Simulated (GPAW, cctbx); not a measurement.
# By hand: from a DFT structure factor to an extinction distance in BPb

BPb, Pm-3m (no. 221), a = 3.3699 Å, b = 3.3699 Å, c = 3.3699 Å, α = 90.00°, β = 90.00°, γ = 90.00°.

| atom | mult. | x | y | z |
| --- | --- | --- | --- | --- |
| Pb1 | 1 | 0 | 0 | 0 |
| B1 | 1 | 1/2 | 1/2 | 1/2 |

The cell comes from substitution in a known structure type and wasn't matched to any measured phase.

A DFT run (GPAW, PBE, 550 eV, 7×7×7 k-points, Fermi–Dirac width 0.1 eV) gives the static X-ray structure factor of 010 as 70.245 e for the conventional cell; superposed free atoms give 70.385 e. **Problem.** Find the Fourier component V of the crystal potential and the two-beam extinction distance at 200 kV in both cases.

## 1. Geometry

The cell volume is Ω = 38.27 Å³ and d(010) = 3.3699 Å, so g = 1/d = 0.2967 Å⁻¹.

## 2. The nuclei

Electrons feel nuclei as well as electrons, so the nuclear charges are summed with the same phases.

Phase sums Σ exp(2πi h·x), turned so that the total is real and positive: Pb +1.000, B -1.000. Then F_Z = 82 × (+1.000) + 5 × (-1.000) = 77.00 e. The electron term has the same sign for this reflection.

## 3. Mott–Bethe

Poisson's equation, term by term, gives V = (e/4πε₀)(F_Z − F)/(πΩg²), with e/4πε₀ = 14.3996 V Å.

The prefactor is 14.3996 × 3.3699²/(π × 38.27) = 1.36011 V per electron. Free atoms: (77.00 − 70.385) × 1.36011 = 8.997 V. Crystal: (77.00 − 70.245) × 1.36011 = 9.188 V. F changes by -0.20 % and V by +2.1 %: the same 0.14 e is measured against F_Z − F = 6.6 e in place of F = 70.4 e.

## 4. Extinction distance

In the two-beam case ξ = 1/(λU) with U = 2γm₀eV/h², that is ξ = 150.41 V Å²/(γλV).

At 200 kV, λ = 0.02508 Å and γ = 1.3914. Free atoms: ξ = 479 Å. Crystal: ξ = 469 Å. The thickness fringes go as sin²(πt/ξ), so the two patterns slip by a quarter of a period when t|1/ξ₁ − 1/ξ₀| = 1/4, at t ≈ 566 nm. Thermal motion, absorption and many-beam coupling, left out here, change a real pattern.

## 5. Answer

V(010) is 9.19 V against 9.00 V, and ξ is 469 against 479 Å. Limits: static atoms, two beams.
